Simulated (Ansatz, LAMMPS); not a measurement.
# Li+ triflate in propylene carbonate and dimethoxyethane, relaxed from a frame at 330 K (166 atoms), the relaxed geometry

The starting structure: 4 propylene carbonate, 6 dimethoxyethane, 2 Li+, 2 triflate placed at random, at 1.12 g/cm³; overlaps pushed apart, then 10 ps at 550 K with Joung-Cheatham ions (J. Phys. Chem. B 112, 9020 (2008)); MMFF94 bonds, angles, torsions, charges and radii (Halgren, J. Comput. Chem. 17, 490 (1996)) in harmonic and 12-6 forms; charges of ions scaled by 0.8. Snapshot after 30 ps at 330 K and fixed volume.

Calculated values (Ansatz 0.2.0, Kohn-Sham DFT, PBE+D4, PAW (set soft_2), plane waves; cutoff 420 eV, Γ point, fixed occupations; density 1.22 g/cm³) for the relaxed geometry.

Cell vectors (Å):

```
12.027 0.082 -0.190
0.082 11.843 0.220
-0.190 0.220 12.084
```

Positions (Å):

```
1 C 3.682 5.063 5.882
2 O 4.836 5.798 5.502
3 C 4.928 5.940 4.095
4 C 6.221 6.673 3.780
5 O 6.310 6.796 2.370
6 C 7.460 7.521 1.965
7 H 3.734 4.901 6.965
8 H 3.648 4.087 5.368
9 H 2.754 5.608 5.631
10 H 4.065 6.506 3.693
11 H 4.933 4.947 3.603
12 H 7.084 6.109 4.180
13 H 6.221 7.670 4.260
14 H 7.415 7.614 0.873
15 H 8.390 6.996 2.243
16 H 7.480 8.529 2.417
17 C 10.469 10.014 0.679
18 O 9.719 11.206 0.490
19 C 8.811 11.436 1.559
20 C 8.227 1.021 1.242
21 O 7.139 1.155 2.151
22 C 6.735 2.509 2.287
23 H 11.086 10.060 1.588
24 H 10.946 10.123 11.900
25 H 9.812 9.126 0.736
26 H 9.305 11.271 2.530
27 H 7.952 10.737 1.498
28 H 7.900 1.242 0.210
29 H 9.036 1.725 1.507
30 H 7.565 3.137 2.655
31 H 5.918 2.528 3.020
32 H 6.368 2.916 1.330
33 C 7.364 11.503 5.262
34 O 7.413 11.250 6.672
35 C 6.830 9.991 7.010
36 C 7.031 9.762 8.490
37 O 6.575 10.931 9.171
38 C 6.567 10.780 10.590
39 H 7.755 0.630 4.872
40 H 6.321 11.532 4.904
41 H 7.919 10.727 4.717
42 H 7.315 9.178 6.440
43 H 5.753 9.994 6.771
44 H 8.095 9.581 8.728
45 H 6.452 8.875 8.806
46 H 6.208 11.727 11.008
47 H 7.577 10.573 10.980
48 H 5.889 9.961 10.886
49 C 3.409 9.508 5.214
50 O 3.369 9.639 6.634
51 C 2.724 8.523 7.236
52 C 2.805 8.687 8.749
53 O 1.975 7.750 9.426
54 C 0.625 8.191 9.542
55 H 3.879 10.410 4.812
56 H 2.396 9.424 4.792
57 H 3.999 8.622 4.921
58 H 3.218 7.585 6.928
59 H 1.668 8.482 6.913
60 H 2.532 9.720 9.019
61 H 3.836 8.505 9.092
62 H 0.189 8.457 8.564
63 H 0.554 9.075 10.201
64 H 0.055 7.365 9.981
65 C 7.190 3.477 6.044
66 O 7.909 2.387 6.614
67 C 9.134 2.826 7.208
68 C 9.936 1.606 7.561
69 O 9.217 0.876 8.565
70 C 10.066 11.615 9.265
71 H 7.824 4.003 5.311
72 H 6.844 4.184 6.811
73 H 6.321 3.061 5.525
74 H 8.927 3.434 8.107
75 H 9.702 3.438 6.493
76 H 10.924 1.906 7.948
77 H 10.092 0.974 6.673
78 H 11.040 11.964 9.642
79 H 10.243 10.879 8.463
80 H 9.510 11.172 10.096
81 C 9.732 6.458 11.236
82 O 10.302 5.345 10.568
83 C 10.729 4.350 11.503
84 C 11.228 3.114 10.777
85 O 0.549 3.096 10.495
86 C 0.738 3.992 9.400
87 H 8.849 6.156 11.830
88 H 9.413 7.173 10.466
89 H 10.458 6.947 11.910
90 H 10.066 3.837 0.062
91 H 11.707 4.541 0.071
92 H 10.537 2.887 9.947
93 H 11.205 2.265 11.474
94 H 0.113 3.706 8.536
95 H 1.796 3.928 9.122
96 H 0.495 5.029 9.674
97 C 2.780 11.180 11.597
98 C 2.566 0.290 0.192
99 C 3.579 0.534 1.315
100 O 3.062 11.714 2.680
101 C 1.751 11.525 2.430
102 O 0.959 11.123 3.257
103 O 1.426 11.830 1.167
104 H 2.963 10.269 12.183
105 H 1.951 10.993 10.905
106 H 3.678 11.414 11.011
107 H 2.166 1.419 11.701
108 H 4.563 0.093 1.133
109 H 3.697 1.596 1.558
110 C 4.111 1.406 6.179
111 C 2.714 1.466 6.736
112 C 2.562 0.878 8.145
113 O 1.456 11.890 8.272
114 C 1.159 11.713 6.971
115 O 0.273 10.976 6.574
116 O 1.840 0.605 5.943
117 H 4.762 2.055 6.775
118 H 4.496 0.381 6.237
119 H 4.127 1.735 5.132
120 H 2.280 2.472 6.670
121 H 3.411 0.233 8.410
122 H 2.397 1.631 8.919
123 C 3.205 4.321 0.654
124 C 2.755 5.782 11.914
125 C 3.828 6.770 0.168
126 O 2.990 7.587 1.026
127 C 1.701 7.174 0.906
128 O 0.762 7.730 1.426
129 O 1.607 6.070 0.138
130 H 4.171 3.885 0.374
131 H 3.214 4.553 1.727
132 H 2.426 3.578 0.448
133 H 2.766 5.561 10.843
134 H 4.730 6.514 0.731
135 H 3.886 7.580 11.360
136 C 10.336 6.380 6.444
137 C 10.391 6.667 4.959
138 C 11.788 6.981 4.422
139 O 11.856 8.429 4.523
140 C 10.600 8.903 4.542
141 O 10.322 10.085 4.448
142 O 9.685 7.929 4.673
143 H 10.866 5.440 6.642
144 H 10.819 7.180 7.022
145 H 9.299 6.275 6.787
146 H 9.902 5.881 4.375
147 H 0.563 6.473 5.222
148 H 11.923 6.717 3.367
149 O 5.033 2.152 11.105
150 S 5.292 2.833 9.838
151 O 4.177 3.588 9.273
152 O 6.025 2.020 8.855
153 C 6.547 4.153 10.284
154 F 6.075 4.962 11.264
155 F 6.837 4.933 9.219
156 F 7.689 3.592 10.721
157 O 10.209 3.675 3.784
158 S 11.323 2.868 4.273
159 O 11.082 1.420 4.195
160 O 11.949 3.324 5.516
161 C 0.640 3.082 3.198
162 F 0.874 4.409 3.066
163 F 0.294 2.592 1.993
164 F 1.807 2.498 3.563
165 Li 7.259 0.820 7.953
166 Li 11.732 11.446 4.502
```

Q: Give the intrinsic-atomic-orbital charge of every atom.

Charges in e, in the order of the atoms, ten a line:

```
-0.296 -0.386 -0.106 -0.101 -0.382 -0.297 +0.206 +0.146 +0.143 +0.150
+0.143 +0.147 +0.148 +0.185 +0.158 +0.154 -0.290 -0.391 -0.102 -0.111
-0.395 -0.298 +0.174 +0.182 +0.136 +0.159 +0.132 +0.155 +0.157 +0.164
+0.170 +0.158 -0.303 -0.414 -0.121 -0.118 -0.397 -0.302 +0.207 +0.151
+0.172 +0.169 +0.163 +0.153 +0.166 +0.203 +0.158 +0.153 -0.299 -0.397
-0.117 -0.105 -0.393 -0.289 +0.189 +0.173 +0.146 +0.152 +0.146 +0.146
+0.166 +0.147 +0.148 +0.195 -0.294 -0.403 -0.120 -0.114 -0.411 -0.299
+0.161 +0.171 +0.177 +0.162 +0.168 +0.162 +0.172 +0.170 +0.161 +0.185
-0.306 -0.394 -0.136 -0.119 -0.403 -0.301 +0.148 +0.181 +0.160 +0.155
+0.162 +0.146 +0.198 +0.144 +0.188 +0.162 -0.531 +0.050 -0.138 -0.332
+0.675 -0.510 -0.324 +0.184 +0.181 +0.184 +0.206 +0.209 +0.187 -0.517
+0.057 -0.137 -0.329 +0.668 -0.520 -0.314 +0.195 +0.175 +0.180 +0.189
+0.179 +0.209 -0.534 +0.051 -0.143 -0.348 +0.655 -0.489 -0.339 +0.191
+0.165 +0.188 +0.205 +0.204 +0.176 -0.537 +0.044 -0.141 -0.319 +0.666
-0.509 -0.338 +0.200 +0.173 +0.192 +0.209 +0.194 +0.206 -0.929 +2.227
-0.928 -0.956 +0.560 -0.279 -0.272 -0.261 -0.927 +2.230 -0.957 -0.935
+0.557 -0.276 -0.263 -0.276 +0.747 +0.746
```

Forces are small here, 0.0059 eV/Å r.m.s.

[Logs are printed without paths, hosts, clocks, repeated set-up lines and the standing remarks that a program may print on its own settings, such as how far it seeks lower states.]

[Hosts, paths, dates, database ids (printed as entryN), source tags and the programs' standing remarks are cut or masked in the printed files.]

[The MMFF94 radii named for the starting cell were scaled by 0.96; in molecules described by MMFF94, hydrogen bound to N, O or S took a small fixed 12-6 site in their place.]
